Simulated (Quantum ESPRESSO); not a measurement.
# Collinear magnetic orders of Cr2O3 (Eskolaite) with Quantum ESPRESSO, part 2 of 2

A self-consistent run ends on one state, which hangs on the start. Several orders of Cr2O3 (Eskolaite) are started in Quantum ESPRESSO and their energies compared.

Quantum ESPRESSO 7.5; LDA; plane waves with GBRV 1.5 LDA potentials, no spin-orbit coupling.

So far, absolute magnetization (μB): step 2 (run 1, typed as ferro ++++) 12.1.

### 3. Run 2, typed as antiferro +−−+

The input, pw.in:

```
&CONTROL
  calculation = 'scf'
  prefix = 'pwscf'
  outdir = './tmp'
  pseudo_dir = './pseudo'
  disk_io = 'nowf'
/
&SYSTEM
  ibrav = 0
  nat = 10
  ntyp = 3
  ecutwfc = 40
  ecutrho = 280
  nbnd = 60
  occupations = 'smearing'
  smearing = 'fd'
  degauss = 0.00367493
  nspin = 2
  starting_magnetization(1) = 0.2143
  starting_magnetization(2) = -0.2143
  starting_magnetization(3) = 0
/
&ELECTRONS
  conv_thr = 2d-08
  electron_maxstep = 150
  mixing_beta = 0.3
/
ATOMIC_SPECIES
Cr1    51.9961 cr_lda_v1.5.uspp.F.UPF
Cr2    51.9961 cr_lda_v1.5.uspp.F.UPF
O      15.9990 o_lda_v1.2.uspp.F.UPF
CELL_PARAMETERS angstrom
   2.4785000000    1.4309626422    4.5307666667
  -2.4785000000    1.4309626422    4.5307666667
   0.0000000000   -2.8619252844    4.5307666667
ATOMIC_POSITIONS crystal
Cr1     0.3474800000    0.3474800000    0.3474800000
Cr2     0.1525200000    0.1525200000    0.1525200000
Cr2     0.6525200000    0.6525200000    0.6525200000
Cr1     0.8474800000    0.8474800000    0.8474800000
O       0.5558000000    0.9442000000    0.2500000000
O       0.2500000000    0.5558000000    0.9442000000
O       0.9442000000    0.2500000000    0.5558000000
O       0.4442000000    0.0558000000    0.7500000000
O       0.7500000000    0.4442000000    0.0558000000
O       0.0558000000    0.7500000000    0.4442000000
K_POINTS automatic
6 6 6 0 0 0
```

Launch:

```
$ OMP_NUM_THREADS=1 mpirun -n 4 pw.x -nk 4 -in pw.in > pw.out
```

What it wrote:

```text
[banner, memory and clock lines left out]
Program PWSCF v.7.5 starts

     Message from routine setup:
     using ibrav=0 with symmetry is DISCOURAGED, use correct ibrav instead

     bravais-lattice index     =            0
     lattice parameter (alat)  =      10.1270  a.u.
     unit-cell volume          =     650.6340 (a.u.)^3
     number of atoms/cell      =           10
     number of atomic types    =            3
     number of electrons       =        92.00
     number of Kohn-Sham states=           60
     kinetic-energy cutoff     =      40.0000  Ry
     charge density cutoff     =     280.0000  Ry
     scf convergence threshold =      2.0E-08
     mixing beta               =       0.3000
     number of iterations used =            8  plain     mixing
     Exchange-correlation= SLA  PZ   NOGX NOGC
                           (   1   1   0   0   0   0   0)

     celldm(1)=  10.126969  celldm(2)=   0.000000  celldm(3)=   0.000000
     celldm(4)=   0.000000  celldm(5)=   0.000000  celldm(6)=   0.000000

     crystal axes: (cart. coord. in units of alat)
               a(1) = (   0.462496   0.267022   0.845456 )
               a(2) = (  -0.462496   0.267022   0.845456 )
               a(3) = (   0.000000  -0.534045   0.845456 )

     reciprocal axes: (cart. coord. in units 2 pi/alat)
               b(1) = (  1.081090  0.624167  0.394264 )
               b(2) = ( -1.081090  0.624167  0.394264 )
               b(3) = (  0.000000 -1.248335  0.394264 )

     PseudoPot. # 1 for Cr read from file:
     cr_lda_v1.5.uspp.F.UPF
     Pseudo is Ultrasoft + core correction, Zval = 14.0

     PseudoPot. # 2 for Cr read from file:
     cr_lda_v1.5.uspp.F.UPF
     Pseudo is Ultrasoft + core correction, Zval = 14.0

     PseudoPot. # 3 for O  read from file:
     o_lda_v1.2.uspp.F.UPF
     Pseudo is Ultrasoft + core correction, Zval =  6.0

     atomic species   valence    mass     pseudopotential
     Cr1              14.00    51.99610     Cr( 1.00)
     Cr2              14.00    51.99610     Cr( 1.00)
     O                 6.00    15.99900     O ( 1.00)

     Starting magnetic structure
     atomic species   magnetization
     Cr1             0.214
     Cr2            -0.214
     O               0.000

      6 Sym. Ops. (no inversion) found ( 3 have fractional translation)

   Cartesian axes

     site n.     atom                  positions (alat units)
         1        Cr1    tau(   1) = (   0.0000000   0.0000000   0.8813373  )
         2        Cr2    tau(   2) = (  -0.0000000   0.0000000   0.3868469  )
         3        Cr2    tau(   3) = (   0.0000000   0.0000000   1.6550312  )
         4        Cr1    tau(   4) = (  -0.0000000  -0.0000000   2.1495216  )
         5        O      tau(   5) = (  -0.1796336   0.2670224   1.4795483  )
         6        O      tau(   6) = (  -0.1414314  -0.2890785   1.4795483  )
         7        O      tau(   7) = (   0.3210650   0.0220561   1.4795483  )
         8        O      tau(   8) = (   0.1796336  -0.2670224   1.0568202  )
         9        O      tau(   9) = (   0.1414314   0.2890785   1.0568202  )
        10        O      tau(  10) = (  -0.3210650  -0.0220561   1.0568202  )

     number of k points=    32  Fermi-Dirac smearing, width (Ry)=  0.0037
                       cart. coord. in units 2pi/alat
        k(    1) = (   0.0000000   0.0000000   0.0000000), wk =   0.0046296
        k(    2) = (   0.0000000  -0.2080558   0.0657107), wk =   0.0277778
        k(    3) = (   0.0000000  -0.4161116   0.1314215), wk =   0.0277778
        k(    4) = (   0.0000000   0.6241674  -0.1971322), wk =   0.0138889
        k(    5) = (  -0.1801816  -0.1040279   0.1314215), wk =   0.0277778
        [... 27 further k-points ...]

     Dense  grid:    51357 G-vectors     FFT dimensions: (  54,  54,  54)

     Smooth grid:    22277 G-vectors     FFT dimensions: (  48,  48,  48)

     Check: negative core charge=   -0.000009
     Generating pointlists ...
     new r_m :   0.1512 (alat units)  1.5312 (a.u.) for type    1
     new r_m :   0.1512 (alat units)  1.5312 (a.u.) for type    2
     new r_m :   0.1512 (alat units)  1.5312 (a.u.) for type    3

     Initial potential from superposition of free atoms

     starting charge      87.9999, renormalised to      92.0000
     Starting wfcs are   64 randomized atomic wfcs

     Self-consistent Calculation

     iteration #  1     ecut=    40.00 Ry     beta= 0.30
     Davidson diagonalization with overlap
     ethr =  1.00E-02,  avg # of iterations =  2.1

     negative rho (up, down):  1.674E-03 1.674E-03

     total energy              =    -895.41942618 Ry
     estimated scf accuracy    <       3.97743676 Ry

     total magnetization       =     0.00 Bohr mag/cell
     absolute magnetization    =     9.71 Bohr mag/cell

     iteration #  2     ecut=    40.00 Ry     beta= 0.30
     Davidson diagonalization with overlap
     ethr =  4.32E-03,  avg # of iterations =  2.1

     negative rho (up, down):  2.721E-03 2.721E-03

     total energy              =    -896.13897971 Ry
     estimated scf accuracy    <       0.43780602 Ry

     total magnetization       =    -0.00 Bohr mag/cell
     absolute magnetization    =    10.91 Bohr mag/cell

     [... further iterations left out ...]

     iteration # 11     ecut=    40.00 Ry     beta= 0.30
     Davidson diagonalization with overlap
     ethr =  4.96E-11,  avg # of iterations =  3.5

     negative rho (up, down):  6.390E-03 6.390E-03

     total energy              =    -896.21631820 Ry
     estimated scf accuracy    <       0.00000006 Ry

     total magnetization       =    -0.00 Bohr mag/cell
     absolute magnetization    =    11.07 Bohr mag/cell

     iteration # 12     ecut=    40.00 Ry     beta= 0.30
     Davidson diagonalization with overlap
     ethr =  4.96E-11,  avg # of iterations =  2.0

     negative rho (up, down):  6.390E-03 6.390E-03

     Magnetic moment per site  (integrated on atomic sphere of radius R)
     atom   1 (R=0.151)  charge= 10.8616  magn=  2.1761
     atom   2 (R=0.151)  charge= 10.8616  magn= -2.1761
     atom   3 (R=0.151)  charge= 10.8616  magn= -2.1761
     atom   4 (R=0.151)  charge= 10.8616  magn=  2.1761
     atom   5 (R=0.151)  charge=  5.4235  magn=  0.0000
     atom   6 (R=0.151)  charge=  5.4235  magn=  0.0000
     atom   7 (R=0.151)  charge=  5.4235  magn=  0.0000
     atom   8 (R=0.151)  charge=  5.4235  magn=  0.0000
     atom   9 (R=0.151)  charge=  5.4235  magn=  0.0000
     atom  10 (R=0.151)  charge=  5.4235  magn=  0.0000

     End of self-consistent calculation

     [... lines left out ...]
     the Fermi energy is    12.8361 ev

!    total energy              =    -896.21631895 Ry
     estimated scf accuracy    <          6.2E-09 Ry
     smearing contrib. (-TS)   =      -0.00000033 Ry
     internal energy E=F+TS    =    -896.21631862 Ry

     The total energy is F=E-TS. E is the sum of the following terms:
     one-electron contribution =    -367.18063243 Ry
     hartree contribution      =     231.79546680 Ry
     xc contribution           =    -132.06970576 Ry
     ewald contribution        =    -628.76144723 Ry

     total magnetization       =     0.00 Bohr mag/cell
     absolute magnetization    =    11.07 Bohr mag/cell

     convergence has been achieved in  12 iterations
```

It took 1.7 min on 4 MPI ranks of Arm Neoverse V1, shared host; peak memory 0.76 GiB; 6.8 min of CPU time.

Spin moment in the atom's sphere by atom:

```csv
atom,spin moment in the atom's sphere (μB)
Cr1,2.18
Cr2,-2.18
Cr3,-2.18
Cr4,2.18
O5,0.00
O6,0.00
O7,0.00
O8,0.00
O9,0.00
O10,0.00
```

Read from the output:

```
smearing term TS       : 4.43e-6 eV
magnetization          : 0 μB
absolute magnetization : 11.07 μB
final state            : antiferromagnetic
```

Spin density in the ac plane of the conventional cell at fractional y = 0.000, with atoms of Cr and O within 0.2 Å of it.

Values in e/Å³, 24 rows by 14 columns, each cell a mean:
```
 0.0  0.0  0.0  0.0  0.0  0.0  0.0  0.0  0.0  0.0  0.0  0.0  0.0  0.0
 0.1  0.1  0.0  0.0  0.0  0.0  0.0  0.0  0.0  0.0  0.0  0.0  0.0  0.1
 1.4  0.6  0.2  0.0  0.0  0.0  0.0  0.0  0.1 -0.1 -0.1  0.0  0.1  0.6
 3.1  1.5  0.3  0.1  0.0  0.0  0.0  0.0  0.0  0.0  0.0  0.1  0.7  2.6
 1.3  0.2  0.0  0.0  0.0  0.0  0.0  0.0  0.0  0.0  0.0  0.1  0.4  1.1
 0.1  0.0  0.0 -0.1  0.0  0.1  0.0  0.0  0.0  0.0  0.0  0.0  0.0  0.1
-0.2 -0.1  0.0  0.1  0.0 -0.1  0.0  0.0  0.0  0.0  0.0  0.0 -0.1 -0.2
-2.1 -0.4 -0.1  0.0  0.0  0.0  0.0  0.0  0.0  0.0  0.0 -0.1 -0.6 -1.9
-3.0 -1.7 -0.4 -0.1  0.0  0.0  0.0  0.0  0.0  0.0  0.0 -0.1 -0.5 -1.9
-0.6 -0.3 -0.1  0.0  0.0  0.0  0.0  0.0 -0.1  0.0  0.1  0.0 -0.1 -0.4
 0.0  0.0  0.0  0.0  0.0  0.0  0.0  0.0  0.0 -0.1  0.0  0.0  0.0  0.0
 0.0  0.0  0.0  0.0  0.0  0.0  0.0  0.0  0.0  0.0  0.0  0.0  0.0  0.0
 0.0  0.0  0.0  0.0  0.0  0.0  0.0  0.0  0.0  0.0  0.0  0.0  0.0  0.0
 0.1  0.1  0.0  0.0  0.0  0.1  0.0  0.0  0.0  0.0  0.0  0.0  0.0  0.1
 1.2  0.2  0.0  0.0 -0.1  0.0  0.0  0.0  0.0  0.0  0.0  0.1  0.3  1.0
 3.0  1.5  0.3  0.0  0.0  0.0  0.0  0.0  0.0  0.0  0.0  0.2  0.8  2.7
 1.5  0.7  0.2  0.0  0.0  0.0  0.0  0.0  0.0  0.0  0.0  0.0  0.1  0.7
 0.1  0.0  0.0  0.0  0.0  0.0  0.0  0.0  0.0  0.0 -0.1  0.0  0.0  0.1
-0.2 -0.1  0.0  0.0  0.0  0.0  0.0  0.0  0.0 -0.1  0.1  0.0  0.0 -0.2
-2.4 -1.2 -0.3 -0.1  0.0  0.0  0.0  0.0  0.0  0.0  0.0 -0.1 -0.2 -1.0
-2.9 -1.0 -0.2  0.0  0.0  0.0  0.0  0.0  0.0  0.0  0.0 -0.2 -0.8 -2.5
-0.6 -0.2  0.0  0.0  0.1  0.0  0.0  0.0  0.0  0.0  0.0 -0.1 -0.2 -0.5
 0.0  0.0  0.0  0.0  0.0  0.0  0.0  0.0  0.0  0.0  0.0  0.0  0.0  0.0
 0.0  0.0  0.0  0.0  0.0  0.0  0.0  0.0  0.0  0.0  0.0  0.0  0.0  0.0
```
Columns run along a (5.0 Å), rows up along c (13.6 Å), edges of the conventional cell, whose origin can differ from the input's. Atoms in or near the plane, at fractional coordinates: Cr at (0.00, 0.85), Cr at (0.00, 0.65), Cr at (0.00, 0.15), Cr at (0.00, 0.35), O at (0.31, 0.75), O at (0.33, 0.42), O at (0.36, 0.08), O at (0.69, 0.25), O at (0.67, 0.58), O at (0.64, 0.92).

Valence density in the ac plane of the conventional cell at fractional y = 0.000, with atoms of Cr and O within 0.2 Å of it. It is the smooth field of the valence electrons, not physical close to the nuclei.

Ten even steps from '0' (0 e/Å³) to '9' (13 e/Å³), each cell a mean:
```
00000000000000
00000000342000
41000000231003
86000000000029
41000000000003
00034300000000
00023200000000
63000000000016
76000000000028
10000000342001
00000000231000
00000000000000
00000000000000
00013410000000
41012310000003
76000000000029
41000000000003
00000000144100
00000000133100
73000000000016
85000000000029
10013410000001
00012310000000
00000000000000
```
Columns run along a (5.0 Å), rows up along c (13.6 Å), edges of the conventional cell, whose origin can differ from the input's. Atoms in or near the plane, at fractional coordinates: Cr at (0.00, 0.85), Cr at (0.00, 0.65), Cr at (0.00, 0.15), Cr at (0.00, 0.35), O at (0.31, 0.75), O at (0.33, 0.42), O at (0.36, 0.08), O at (0.69, 0.25), O at (0.67, 0.58), O at (0.64, 0.92).

### 4. Start 3: antiferro ++−−

pw.in: that of step 3 with these lines changed.

```diff
@@ -37,5 +37,5 @@
 Cr1     0.3474800000    0.3474800000    0.3474800000
-Cr2     0.1525200000    0.1525200000    0.1525200000
+Cr1     0.1525200000    0.1525200000    0.1525200000
 Cr2     0.6525200000    0.6525200000    0.6525200000
-Cr1     0.8474800000    0.8474800000    0.8474800000
+Cr2     0.8474800000    0.8474800000    0.8474800000
 O       0.5558000000    0.9442000000    0.2500000000
```

What it wrote:

```text
     [... lines left out ...]
Program PWSCF v.7.5 starts
     [... lines left out ...]
     number of atoms/cell      =           10
     [... lines left out ...]
     number of electrons       =        92.00
     number of Kohn-Sham states=           60
     kinetic-energy cutoff     =      40.0000  Ry
     charge density cutoff     =     280.0000  Ry
     scf convergence threshold =      2.0E-08
     [... lines left out ...]
      6 Sym. Ops. (no inversion) found ( 3 have fractional translation)
     [... lines left out ...]
     number of k points=    32  Fermi-Dirac smearing, width (Ry)=  0.0037
     [... lines left out ...]
     iteration # 12     ecut=    40.00 Ry     beta= 0.30
     [... lines left out ...]
     Magnetic moment per site  (integrated on atomic sphere of radius R)
     atom   1 (R=0.151)  charge= 10.8648  magn=  2.1863
     atom   2 (R=0.151)  charge= 10.8648  magn=  2.1863
     atom   3 (R=0.151)  charge= 10.8648  magn= -2.1863
     atom   4 (R=0.151)  charge= 10.8648  magn= -2.1863
     atom   5 (R=0.151)  charge=  5.4230  magn= -0.0111
     atom   6 (R=0.151)  charge=  5.4230  magn= -0.0111
     atom   7 (R=0.151)  charge=  5.4230  magn= -0.0111
     atom   8 (R=0.151)  charge=  5.4230  magn=  0.0111
     atom   9 (R=0.151)  charge=  5.4230  magn=  0.0111
     atom  10 (R=0.151)  charge=  5.4230  magn=  0.0111
     [... lines left out ...]
     the Fermi energy is    12.9431 ev
!    total energy              =    -896.19502661 Ry
     estimated scf accuracy    <          2.5E-09 Ry
     smearing contrib. (-TS)   =      -0.00001222 Ry
     [... lines left out ...]
     total magnetization       =     0.00 Bohr mag/cell
     absolute magnetization    =    11.06 Bohr mag/cell
     convergence has been achieved in  12 iterations
```

Wall time 100 s (4 MPI ranks); peak memory 0.63 GiB.

Spin moment in the atom's sphere by atom:

```csv
atom,spin moment in the atom's sphere (μB)
Cr1,2.19
Cr2,2.19
Cr3,-2.19
Cr4,-2.19
O5,-0.01
O6,-0.01
O7,-0.01
O8,0.01
O9,0.01
O10,0.01
```

This step gave:

| Quantity | Value |
| --- | --- |
| smearing term TS | 1.66e-4 eV |
| magnetization | 0 μB |
| absolute magnetization | 11.06 μB |
| final state | antiferromagnetic |

### 5. Ranking

An order is kept where moments of 0.15 μB or more survive with the typed signs; meshes match where a doubled cell samples the same k points as the first cell.

Orders:

```csv
start,final state,typed order kept,energy over the lowest (meV a seeded atom),largest site moment (μB),net moment (μB a cell of the first run),mesh matched,CPU time (s)
ferro ++++,ferromagnetic,yes,163.1,2.396,11.94,yes,415.7
antiferro +--+,antiferromagnetic,yes,0,2.176,0,yes,410.3
antiferro ++--,antiferromagnetic,yes,72.42,2.186,0,yes,398.5
```

### 6. Energy mapping

E = −Σ J e·e over ordered pairs of unit vectors, so each pair counts twice. As many shells are taken as there are differences of energy, so the couplings are solved for and no residual tests the model; further shells are folded in, and shells whose pairs keep their relative signs in all orders cancel and are not probed. Couplings from the energies:

```csv
pair,distance (Å),neighbours an atom,J (meV)
Cr-Cr,2.65,1,-36.21
Cr-Cr,2.888,3,-15.12
```

### 7. Summary of results

```json
{"lowest state found": "antiferromagnetic (from antiferro +--+)", "largest site moment": "2.18 μB", "next state with moments": "antiferromagnetic, 72.4 meV a seeded atom higher", "J of the weightiest shell (Cr-Cr, 2.89 Å; E = −Σ J e·e, ordered pairs)": "-15.1 meV"}
```

What this shows: The largest moment changes by 9.2 % between the kept orders, a modest change. This is the lowest of 3 collinear or spinless starts, no proof of the ground state. No Hubbard term acts here. In such compounds local and semilocal functionals without one often delocalise the d electrons, and can shrink or lose moments and miss the size, sign and order of the couplings.

[Logs and program files are shortened in this print: banners, set-up blocks, solver, clock and traceback lines can be left out without a mark of their own.]

[Logs are printed without paths, hosts, clocks, repeated set-up lines and the standing remarks that a program may print on its own settings, such as how far it seeks lower states.]

[Hosts, paths, dates, database ids (printed as entryN), source tags and the programs' standing remarks are cut or masked in the printed files.]

[Where a cell is said to come from a database of computed structures, the database is the Materials Project.]
